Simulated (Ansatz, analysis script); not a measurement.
# MnSi: how near to magnetism, part 2 of 2

Wanted: E(M), the field that holds each moment, and the spin susceptibility of MnSi.

Ansatz 0.2.0; PBE, PAW set soft_2.

So far. Step 3 (The same state on a denser mesh): The run ends ferromagnetic, with a net moment of 3.95 μB a cell, against 3.95 μB on the first mesh. Step 4 (Without spin): The free collinear run lies 247 meV below it.

The database entry behind the starting cell differs from later determinations by our own check (0.1 to 0.3 % short, probably kX units), so it need not match the best structure at ambient conditions.

### 6. Total moment fixed at 0.667 μB

Level of this step: Ansatz DFT, collinear, total moment fixed by two Fermi levels; PBE, PAW default (Ansatz).

Two Fermi levels, one a spin, hold the total moment exactly, which reaches states that a free run would leave.

Input file input.yaml:

```yaml
crystal:
  lattice:
    - [4.548, 0.0, 0.0]
    - [0.0, 4.548, 0.0]
    - [0.0, 0.0, 4.548]
  atoms:
    - { symbol: Mn, position: [0.138, 0.138, 0.138], spin: 0.1666 }
    - { symbol: Mn, position: [0.362, 0.862, 0.638], spin: 0.1668 }
    - { symbol: Mn, position: [0.638, 0.362, 0.862], spin: 0.1668 }
    - { symbol: Mn, position: [0.862, 0.638, 0.362], spin: 0.1668 }
    - { symbol: Si, position: [0.846, 0.846, 0.846] }
    - { symbol: Si, position: [0.654, 0.154, 0.346] }
    - { symbol: Si, position: [0.346, 0.654, 0.154] }
    - { symbol: Si, position: [0.154, 0.346, 0.654] }
magnetization:
  spin_polarized: true
  initial_magnetization: 0.667
  spin_locking: { lock_magnetization: hard }
kpoints:
  mp_grid: { grid: [9, 9, 9] }
hamiltonian:
  xc: pbe
scf:
  occupations: { method: fermi_dirac, width: 0.05 }
  max_iter: 120
  convergence: { dr2_threshold: 1.0e-08 }
basis:
  ecutwfc: 420.0
```

Launch:

```bash
$ ansatz run input.yaml --threads 1 --pin off --max-ram 2048MiB --backend cpu --events-out ev --progress --plain --runs-dir out
```

Numbers of over 12 decimals in the logs are rounded to 6 here.

What it wrote:

```text
Engine: ansatz 0.2.0, aarch64-unknown-linux-gnu
Pseudopotentials: kind: paw
Pseudopotential: Mn, paw, valence charge 15, recommended cutoff 420 eV (normal), Mn.paw.azcp
Pseudopotential: Si, paw, valence charge 4, recommended cutoff 420 eV (normal), Si.paw.azcp
Functional definition: PBE
  parameter kappa = 0.804
  parameter beta = 0.066725
  exchange = pbe_x(kappa = kappa, mu = beta*pi^2/3)
  correlation = pbe_c(beta = beta)
Crystal: 8 atoms, lattice volume = 94.072 Å³
Basis set: ecut = 420 eV, 1839 PW (Γ)
Bands: 47, of which v1, the nominal top of the filled ones, is band 38 counted from 1 (37 counted from 0)
Symmetry: 3 space group operations
Space group: R3 (ITA 146), of the structure as read, at distance tolerance 4.5e-5 Å
Magnetic group: BNS 146.10 (UNI 1240), of the structure as read, at distance tolerance 4.5e-5 Å
k-points: 125 of 729 (time reversal used)
Non-local potential: Mn, projectors of the file, l = 0: 3, l = 1: 2, l = 2: 3, l = 3: 1
Non-local potential: Si, projectors of the file, l = 0: 2, l = 1: 2, l = 2: 2
PAW form: soft (Blöchl's): semilocal exchange-correlation on the pseudo side does not see the compensation charge
PAW one-centre angular grid: Mn, 590 points (default); XC on 64 Gauss nodes
PAW one-centre angular grid: Si, 110 points (default); XC on 64 Gauss nodes
Initial density: superposition of atomic densities (chi_scale 0.1, normalization cell)
Starting moments: Σ|m| = 0.667 μB on 4 of 8 sites
Initial wavefunctions: pseudopotential atomic-orbital guess
Functional: x = pbe(κ = 0.804, μ = 0.219515), c = pbe(β = 0.066725)
SCF iter   1: F=—  HF=-18139.212790 eV  |F-HF|=—  |Δ(HF+E_count)|=         —  Δρ=4.32e-2 (↑4.13e-2 ↓4.32e-2)  dr2=4.75e0  dr2_m=8.26e-3  M=0.667 μB ∫|m|=0.724 μB  β_m=0.30  ethr=3.10e-3  ⟨swp⟩=6.6  Hψ=44547  notcnv=0  defer=4
preconditioner: auto → Kerker (q_TF=auto, 2.633 Å⁻¹)  [metal: Δε(μ)=0.009 eV  Ē_g=6.155 eV  σ=0.050 eV  W_gap=0.05  n_scr=26 (ndim 8)  ℏωp=25.4 eV  f_vac=0.000  D(μ)=9.28/eV (n_scr^D=122)]
spin=Collinear: Kerker preconditioning applied to the charge; magnetization (m = ρ↑ − ρ↓) channel mixes plain (no charge-response kernel on spin).
SCF iter   2: F=—  HF=-18136.778322 eV  |F-HF|=—  |Δ(HF+E_count)|=    2.43e0  Δρ=1.77e-2 (↑1.77e-2 ↓1.74e-2)  dr2=9.90e-1  dr2_m=6.38e-3  M=0.667 μB ∫|m|=0.743 μB  β_m=0.34  ethr=3.10e-3  ⟨swp⟩=2.3  Hψ=19262  notcnv=0  defer=231
SCF iter   3: F=—  HF=-18138.904232 eV  |F-HF|=—  |Δ(HF+E_count)|=    2.13e0  Δρ=1.49e-2 (↑1.49e-2 ↓1.38e-2)  dr2=9.00e-1  dr2_m=3.87e-3  M=0.667 μB ∫|m|=0.757 μB  β_m=0.48  ethr=1.30e-3  ⟨swp⟩=2.0  Hψ=13270  notcnv=0  defer=232
SCF iter   4: F=—  HF=-18141.958679 eV  |F-HF|=—  |Δ(HF+E_count)|=    3.05e0  Δρ=6.17e-3 (↑6.17e-3 ↓5.66e-3)  dr2=2.39e-1  dr2_m=4.81e-4  M=0.667 μB ∫|m|=0.791 μB  β_m=0.70  ethr=1.18e-3  ⟨swp⟩=3.0  Hψ=20393  notcnv=0  defer=231
[...]
SCF iter   7: F=—  HF=-18142.040365 eV  |F-HF|=—  |Δ(HF+E_count)|=   5.03e-3  Δρ=6.73e-4 (↑6.73e-4 ↓5.93e-4)  dr2=1.25e-3  dr2_m=2.52e-6  M=0.667 μB ∫|m|=0.812 μB  β_m=0.68  ethr=2.87e-5  ⟨swp⟩=2.0  Hψ=17456  notcnv=0  defer=236
SCF iter   8: F=—  HF=-18142.040364 eV  |F-HF|=—  |Δ(HF+E_count)|=   1.47e-6  Δρ=9.43e-5 (↑9.43e-5 ↓8.22e-5)  dr2=1.62e-5  dr2_m=1.19e-7  M=0.667 μB ∫|m|=0.812 μB  β_m=0.84  ethr=1.65e-6  ⟨swp⟩=2.0  Hψ=17704  notcnv=0  defer=236
SCF iter   9: F=—  HF=-18142.040369 eV  |F-HF|=—  |Δ(HF+E_count)|=   4.91e-6  Δρ=3.34e-5 (↑3.34e-5 ↓2.87e-5)  dr2=3.47e-6  dr2_m=3.03e-8  M=0.667 μB ∫|m|=0.812 μB  β_m=0.92  ethr=2.13e-8  ⟨swp⟩=2.8  Hψ=20291  notcnv=0  defer=236
SCF iter  10: F=—  HF=-18142.040369 eV  |F-HF|=—  |Δ(HF+E_count)|=   1.24e-7  Δρ=1.03e-5 (↑9.46e-6 ↓1.03e-5)  dr2=2.09e-7  dr2_m=3.59e-8  M=0.667 μB ∫|m|=0.812 μB  β_m=0.96  ethr=4.56e-9  ⟨swp⟩=2.0  Hψ=15185  notcnv=0  defer=236
[...]
SCF iter  14: F=-18142.040369 eV  HF=-18142.040369 eV  |F-HF|=1.26e-7  |Δ(HF+E_count)|=   1.91e-7  Δρ=3.57e-5 (↑3.57e-5 ↓3.07e-5)  dr2=3.57e-8  dr2_m=9.45e-7  M=0.667 μB ∫|m|=0.812 μB  β_m=0.99  ethr=5.45e-11  ⟨swp⟩=2.0  Hψ=20819  notcnv=0  defer=236
SCF iter  15: F=-18142.040369 eV  HF=-18142.040370 eV  |F-HF|=5.90e-7  |Δ(HF+E_count)|=   9.15e-7  Δρ=6.57e-5 (↑6.48e-5 ↓6.57e-5)  dr2=1.81e-7  dr2_m=3.64e-6  M=0.667 μB ∫|m|=0.813 μB  β_m=1.00  ethr=4.69e-11  ⟨swp⟩=2.5  Hψ=22398  notcnv=0  defer=236
SCF iter  16: F=-18142.040372 eV  HF=-18142.040373 eV  |F-HF|=1.42e-6  |Δ(HF+E_count)|=   2.92e-6  Δρ=1.23e-4 (↑1.23e-4 ↓1.22e-4)  dr2=3.47e-9  dr2_m=1.29e-5  M=0.667 μB ∫|m|=0.813 μB  β_m=1.00  ethr=4.69e-11  ⟨swp⟩=3.0  Hψ=26069  notcnv=0  defer=236
SCF iter  17: F=-18142.040379 eV  HF=-18142.040384 eV  |F-HF|=5.17e-6  |Δ(HF+E_count)|=   1.09e-5  Δρ=2.37e-4 (↑2.37e-4 ↓2.30e-4)  dr2=5.50e-8  dr2_m=4.69e-5  M=0.667 μB ∫|m|=0.813 μB  β_m=0.53  ethr=4.57e-12  ⟨swp⟩=4.0  Hψ=35042  notcnv=0  defer=236
SCF iter  18: F=-18142.040391 eV  HF=-18142.040402 eV  |F-HF|=1.14e-5  |Δ(HF+E_count)|=   1.83e-5  Δρ=3.51e-4 (↑3.51e-4 ↓3.45e-4)  dr2=4.60e-8  dr2_m=1.04e-4  M=0.667 μB ∫|m|=0.813 μB  β_m=0.71  ethr=4.57e-12  ⟨swp⟩=4.0  Hψ=35216  notcnv=0  defer=236
SCF iter  19: F=-18142.040429 eV  HF=-18142.040461 eV  |F-HF|=3.17e-5  |Δ(HF+E_count)|=   5.85e-5  Δρ=5.79e-4 (↑5.79e-4 ↓5.78e-4)  dr2=4.58e-8  dr2_m=2.89e-4  M=0.667 μB ∫|m|=0.813 μB  β_m=0.43  ethr=4.57e-12  ⟨swp⟩=4.0  Hψ=36916  notcnv=0  defer=236
SCF iter  20: F=-18142.040557 eV  HF=-18142.040672 eV  |F-HF|=1.15e-4  |Δ(HF+E_count)|=   2.11e-4  Δρ=1.13e-3 (↑1.02e-3 ↓1.13e-3)  dr2=1.71e-5  dr2_m=9.91e-4  M=0.667 μB ∫|m|=0.815 μB  β_m=0.62  ethr=4.57e-12  ⟨swp⟩=5.0  Hψ=43101  notcnv=0  defer=236
SCF iter  21: F=-18142.041041 eV  HF=-18142.041385 eV  |F-HF|=3.44e-4  |Δ(HF+E_count)|=   7.14e-4  Δρ=1.92e-3 (↑1.91e-3 ↓1.92e-3)  dr2=6.67e-7  dr2_m=3.15e-3  M=0.667 μB ∫|m|=0.824 μB  β_m=0.58  ethr=4.57e-12  ⟨swp⟩=5.9  Hψ=47976  notcnv=0  defer=236
SCF iter  22: F=-18142.042793 eV  HF=-18142.044003 eV  |F-HF|=1.21e-3  |Δ(HF+E_count)|=   2.62e-3  Δρ=3.64e-3 (↑3.51e-3 ↓3.64e-3)  dr2=2.81e-5  dr2_m=1.10e-2  M=0.667 μB ∫|m|=0.934 μB  β_m=0.71  ethr=4.57e-12  ⟨swp⟩=6.2  Hψ=52384  notcnv=0  defer=236
SCF iter  23: F=-18142.046674 eV  HF=-18142.049121 eV  |F-HF|=2.45e-3  |Δ(HF+E_count)|=   5.12e-3  Δρ=5.22e-3 (↑5.22e-3 ↓5.14e-3)  dr2=6.06e-5  dr2_m=2.31e-2  M=0.667 μB ∫|m|=1.258 μB  β_m=0.82  ethr=4.57e-12  ⟨swp⟩=6.0  Hψ=56883  notcnv=0  defer=236
Error: SIGTERM received: cancelled by the caller after 23 completed SCF iterations
```

It took 5.1 min on 1 thread of Arm Neoverse V2, shared host; peak memory 0.87 GiB.

The run was cut off at the time left to it in the session, and no result is taken from it.

### 7. Total moment fixed at 1.333 μB

input.yaml, the sections that differ from step 6:

```yaml
crystal:
  lattice:
    - [4.548, 0.0, 0.0]
    - [0.0, 4.548, 0.0]
    - [0.0, 0.0, 4.548]
  atoms:
    - { symbol: Mn, position: [0.138, 0.138, 0.138], spin: 0.3334 }
    - { symbol: Mn, position: [0.362, 0.862, 0.638], spin: 0.3332 }
    - { symbol: Mn, position: [0.638, 0.362, 0.862], spin: 0.3332 }
    - { symbol: Mn, position: [0.862, 0.638, 0.362], spin: 0.3332 }
    - { symbol: Si, position: [0.846, 0.846, 0.846] }
    - { symbol: Si, position: [0.654, 0.154, 0.346] }
    - { symbol: Si, position: [0.346, 0.654, 0.154] }
    - { symbol: Si, position: [0.154, 0.346, 0.654] }
magnetization:
  spin_polarized: true
  initial_magnetization: 1.333
  spin_locking: { lock_magnetization: hard }
# kpoints, hamiltonian, scf, basis: as in step 6
```

What it wrote:

```text
Engine: ansatz 0.2.0, aarch64-unknown-linux-gnu
Pseudopotentials: kind: paw
Pseudopotential: Mn, paw, valence charge 15, recommended cutoff 420 eV (normal), Mn.paw.azcp
Pseudopotential: Si, paw, valence charge 4, recommended cutoff 420 eV (normal), Si.paw.azcp
Functional definition: PBE
  parameter kappa = 0.804
  parameter beta = 0.066725
  exchange = pbe_x(kappa = kappa, mu = beta*pi^2/3)
  correlation = pbe_c(beta = beta)
Crystal: 8 atoms, lattice volume = 94.072 Å³
Basis set: ecut = 420 eV, 1839 PW (Γ)
[...]
SCF iter  24: F=-18142.074647 eV  HF=-18142.074659 eV  |F-HF|=1.18e-5  |Δ(HF+E_count)|=   5.28e-5  Δρ=3.62e-4 (↑3.62e-4 ↓3.56e-4)  dr2=9.38e-8  dr2_m=1.11e-4  M=1.333 μB ∫|m|=1.619 μB  β_m=0.84  ethr=1.00e-12  ⟨swp⟩=6.2  Hψ=49159  notcnv=0  defer=235
SCF iter  25: F=-18142.074802 eV  HF=-18142.074841 eV  |F-HF|=3.98e-5  |Δ(HF+E_count)|=   1.83e-4  Δρ=6.69e-4 (↑6.69e-4 ↓6.52e-4)  dr2=6.27e-7  dr2_m=3.76e-4  M=1.333 μB ∫|m|=1.620 μB  β_m=0.92  ethr=1.00e-12  ⟨swp⟩=6.9  Hψ=55900  notcnv=0  defer=235
```

Run time: 5.2 min. Hardware: 1 thread; peak memory 0.88 GiB.

The run was cut off at the time left to it in the session, and no result is taken from it.

### 8. Total moment fixed at 3.333 μB

input.yaml, the sections that differ from step 7:

```yaml
crystal:
  lattice:
    - [4.548, 0.0, 0.0]
    - [0.0, 4.548, 0.0]
    - [0.0, 0.0, 4.548]
  atoms:
    - { symbol: Mn, position: [0.138, 0.138, 0.138], spin: 0.8334 }
    - { symbol: Mn, position: [0.362, 0.862, 0.638], spin: 0.8332 }
    - { symbol: Mn, position: [0.638, 0.362, 0.862], spin: 0.8332 }
    - { symbol: Mn, position: [0.862, 0.638, 0.362], spin: 0.8332 }
    - { symbol: Si, position: [0.846, 0.846, 0.846] }
    - { symbol: Si, position: [0.654, 0.154, 0.346] }
    - { symbol: Si, position: [0.346, 0.654, 0.154] }
    - { symbol: Si, position: [0.154, 0.346, 0.654] }
magnetization:
  spin_polarized: true
  initial_magnetization: 3.333
  spin_locking: { lock_magnetization: hard }
# kpoints, hamiltonian, scf, basis: as in step 7
```

What it wrote:

```text
[...]
Crystal: 8 atoms, lattice volume = 94.072 Å³
Basis set: ecut = 420 eV, 1839 PW (Γ)
Bands: 48, of which v1, the nominal top of the filled ones, is band 38 counted from 1 (37 counted from 0)
Symmetry: 3 space group operations
[...]
k-points: 125 of 729 (time reversal used)
[...]
Starting moments: Σ|m| = 3.333 μB on 4 of 8 sites
[...]
Per-site moments (μB) at R_I (Å): [(0.858176, 0.948829), (0.858176, 0.948829), (0.858176, 0.948829), (0.858176, 0.948829), (-0.039199, 0.948829), (-0.039199, 0.948829), (-0.039199, 0.948829), (-0.039199, 0.948829)]
Free energy (F): -18142.247127 eV
[...]
Internal energy: -18142.198016 eV  (E = F + TS)
E sigma→0 (E₀):  -18142.222571 eV
Entropy (-TS):   -0.049111 eV (-6.139 meV/atom)
Fermi energy:    15.666384 (↑ 15.593465, ↓ 15.739303) eV
[...]
[key lines of the parts left out:]
SCF converged after 13 iterations
Magnetization: 3.3330 μB (39.6665 up, 36.3335 down)
```

Wall time 2.4 min (1 thread); peak memory 0.9 GiB.

The energy is -219 meV from the state without spin, and the largest site carries 0.858 μB.

### 9. Total moment fixed at 6 μB

input.yaml, the sections that differ from step 8:

```yaml
crystal:
  lattice:
    - [4.548, 0.0, 0.0]
    - [0.0, 4.548, 0.0]
    - [0.0, 0.0, 4.548]
  atoms:
    - { symbol: Mn, position: [0.138, 0.138, 0.138], spin: 1.5 }
    - { symbol: Mn, position: [0.362, 0.862, 0.638], spin: 1.5 }
    - { symbol: Mn, position: [0.638, 0.362, 0.862], spin: 1.5 }
    - { symbol: Mn, position: [0.862, 0.638, 0.362], spin: 1.5 }
    - { symbol: Si, position: [0.846, 0.846, 0.846] }
    - { symbol: Si, position: [0.654, 0.154, 0.346] }
    - { symbol: Si, position: [0.346, 0.654, 0.154] }
    - { symbol: Si, position: [0.154, 0.346, 0.654] }
magnetization:
  spin_polarized: true
  initial_magnetization: 6.0
  spin_locking: { lock_magnetization: hard }
# kpoints, hamiltonian, scf, basis: as in step 8
```

What it wrote:

```text
[...]
Crystal: 8 atoms, lattice volume = 94.072 Å³
Basis set: ecut = 420 eV, 1839 PW (Γ)
Bands: 50, of which v1, the nominal top of the filled ones, is band 38 counted from 1 (37 counted from 0)
Symmetry: 12 space group operations
[...]
k-points: 45 of 729 (time reversal used)
[...]
Starting moments: Σ|m| = 6 μB on 4 of 8 sites
[...]
Per-site moments (μB) at R_I (Å): [(1.521546, 0.948829), (1.521546, 0.948829), (1.521546, 0.948829), (1.521546, 0.948829), (-0.062136, 0.948829), (-0.062136, 0.948829), (-0.062136, 0.948829), (-0.062136, 0.948829)]
Free energy (F): -18142.099436 eV
[...]
Internal energy: -18142.036765 eV  (E = F + TS)
E sigma→0 (E₀):  -18142.068100 eV
Entropy (-TS):   -0.062671 eV (-7.834 meV/atom)
Fermi energy:    15.841578 (↑ 15.945495, ↓ 15.737660) eV
[...]
[key lines of the parts left out:]
SCF converged after 14 iterations
Magnetization: 6.0000 μB (41.0000 up, 35.0000 down)
```

It took 57 s on 1 thread; peak memory 0.52 GiB.

The energy is -71.3 meV from the state without spin, and the largest site carries 1.52 μB.

The other 5 runs of this kind were made alike; their results stand in the table below.

### 10. No field, tight threshold

A field gives a second route to the same curve. A thousand tesla shift each spin by 58 meV, and the threshold is tightened so that small induced moments are resolved.

Input file input.yaml:

```yaml
crystal:
  lattice:
    - [4.548, 0.0, 0.0]
    - [0.0, 4.548, 0.0]
    - [0.0, 0.0, 4.548]
  atoms:
    - { symbol: Mn, position: [0.138, 0.138, 0.138], spin: 1.0 }
    - { symbol: Mn, position: [0.362, 0.862, 0.638], spin: 1.0 }
    - { symbol: Mn, position: [0.638, 0.362, 0.862], spin: 1.0 }
    - { symbol: Mn, position: [0.862, 0.638, 0.362], spin: 1.0 }
    - { symbol: Si, position: [0.846, 0.846, 0.846] }
    - { symbol: Si, position: [0.654, 0.154, 0.346] }
    - { symbol: Si, position: [0.346, 0.654, 0.154] }
    - { symbol: Si, position: [0.154, 0.346, 0.654] }
magnetization:
  spin_polarized: true
kpoints:
  mp_grid: { grid: [9, 9, 9] }
hamiltonian:
  xc: pbe
scf:
  occupations: { method: fermi_dirac, width: 0.05 }
  max_iter: 120
  convergence: { dr2_threshold: 1.0e-10 }
basis:
  ecutwfc: 420.0
```

What it wrote:

```text
[...]
Crystal: 8 atoms, lattice volume = 94.072 Å³
Basis set: ecut = 420 eV, 1839 PW (Γ)
Bands: 48, of which v1, the nominal top of the filled ones, is band 38 counted from 1 (37 counted from 0)
Symmetry: 12 space group operations
[...]
k-points: 45 of 729 (time reversal used)
[...]
Starting moments: Σ|m| = 4 μB on 4 of 8 sites
[...]
Per-site moments (μB) at R_I (Å): [(1.003572, 0.948829), (1.003572, 0.948829), (1.003572, 0.948829), (1.003572, 0.948829), (-0.042351, 0.948829), (-0.042351, 0.948829), (-0.042351, 0.948829), (-0.042351, 0.948829)]
Free energy (F): -18142.275165 eV
[...]
Internal energy: -18142.236337 eV  (E = F + TS)
E sigma→0 (E₀):  -18142.255751 eV
Entropy (-TS):   -0.038828 eV (-4.854 meV/atom)
Fermi energy:    15.730404 eV
[...]
[key lines of the parts left out:]
SCF converged after 13 iterations
Magnetization: 3.9459 μB (39.9730 up, 36.0270 down)
```

The job ended after 51 s (1 thread; peak memory 0.52 GiB).

The net moment is 3.95 μB a cell.

### 11. Field of 1500 T

Changes to input.yaml since step 10:

```diff
@@ -16,2 +16,3 @@
   spin_polarized: true
+  magnetic_field: 1500.0
 kpoints:
```

What it wrote:

```text
[...]
Crystal: 8 atoms, lattice volume = 94.072 Å³
Basis set: ecut = 420 eV, 1839 PW (Γ)
Bands: 48, of which v1, the nominal top of the filled ones, is band 38 counted from 1 (37 counted from 0)
Symmetry: 12 space group operations
[...]
k-points: 45 of 729 (time reversal used)
[...]
Starting moments: Σ|m| = 4 μB on 4 of 8 sites
[...]
Per-site moments (μB) at R_I (Å): [(1.208570, 0.948829), (1.208570, 0.948829), (1.208570, 0.948829), (1.208570, 0.948829), (-0.051148, 0.948829), (-0.051148, 0.948829), (-0.051148, 0.948829), (-0.051148, 0.948829)]
Free energy (F): -18142.631556 eV
[...]
Internal energy: -18142.572872 eV  (E = F + TS)
E sigma→0 (E₀):  -18142.602214 eV
Entropy (-TS):   -0.058684 eV (-7.336 meV/atom)
Fermi energy:    15.825249 eV
[...]
[key lines of the parts left out:]
SCF converged after 15 iterations
Magnetization: 4.7480 μB (40.3740 up, 35.6260 down)
```

The job ended after 59 s (1 thread; peak memory 0.5 GiB).

The net moment is 4.75 μB a cell.

The other 2 runs of this kind were made alike; their results stand in the table below.

### 12. E(M) and M(B)

Energy less the state without spin against total moment:

```csv
total moment (μB/cell),energy less the state without spin (meV/cell)
0.00,0
2.00,-97.8
2.67,-160
3.33,-219
4.00,-246
4.67,-198
5.33,-138
6.00,-71.3
```

The field that holds a moment is half the difference of the two Fermi levels over μB.

Field that holds the moment against total moment:

| total moment (μB/cell) | field that holds the moment (T) |
| --- | --- |
| 2.00 | -1508 |
| 2.67 | -1668 |
| 3.33 | -1260 |
| 4.00 | 415 |
| 4.67 | 1480 |
| 5.33 | 1648 |
| 6.00 | 1795 |

Site moments:

| total (μB) | Mn no. 1 (μB) | Mn no. 2 (μB) | Mn no. 3 (μB) | Mn no. 4 (μB) | Si no. 5 (μB) | Si no. 6 (μB) | Si no. 7 (μB) | Si no. 8 (μB) |
| --- | --- | --- | --- | --- | --- | --- | --- | --- |
| 2 | 0.522 | 0.522 | 0.522 | 0.522 | -0.0257 | -0.0257 | -0.0257 | -0.0257 |
| 2.667 | 0.6927 | 0.6927 | 0.6927 | 0.6927 | -0.0333 | -0.0333 | -0.0333 | -0.0333 |
| 3.333 | 0.8582 | 0.8582 | 0.8582 | 0.8582 | -0.0392 | -0.0392 | -0.0392 | -0.0392 |
| 4 | 1.017 | 1.017 | 1.017 | 1.017 | -0.0427 | -0.0427 | -0.0427 | -0.0427 |
| 4.667 | 1.188 | 1.188 | 1.188 | 1.188 | -0.0503 | -0.0503 | -0.0503 | -0.0503 |
| 5.333 | 1.356 | 1.356 | 1.356 | 1.356 | -0.0569 | -0.0569 | -0.0569 | -0.0569 |
| 6 | 1.522 | 1.522 | 1.522 | 1.522 | -0.0621 | -0.0621 | -0.0621 | -0.0621 |

The total moment by field:

```csv
field (T),total moment (μB/cell)
0,3.95
300,3.99
600,4.02
1500,4.75
```

Three Landau terms miss the curve as a whole or at its small-moment end, and no Stoner analysis is made here.

### 13. Results

```yaml
state_of_the_free_run: ferromagnetic
net_moment_of_the_free_run: 3.95 μB
energy_of_the_free_run_from_the_state_without_spin: -247 meV a cell
lowest_of_the_fixed_moments_tried: M = 4 μB, -246 meV
dm_db_between_0_and_300_t: 0.136 μB a cell per 1000 T
```

**Reading.** At this level the system is magnetic: the free run keeps 1.00 μB on the largest site. No other order was typed. Among the fixed moments, E(M) falls 246 meV below the state without spin and is lowest near 4 μB on this grid. The field acts on spins alone. The 13 fixed-moment and field runs took 26 min of wall time, added up. Energies are free energies at a smearing of 0.05 eV, and with partly filled levels differences shift, at times strongly, as the smearing goes to zero.

[Logs and program files are shortened in this print: banners, set-up blocks, solver, clock and traceback lines can be left out without a mark of their own.]

[Logs are printed without paths, hosts, clocks, repeated set-up lines and the standing remarks that a program may print on its own settings, such as how far it seeks lower states.]

[Hosts, paths, dates, database ids (printed as entryN), source tags and the programs' standing remarks are cut or masked in the printed files.]
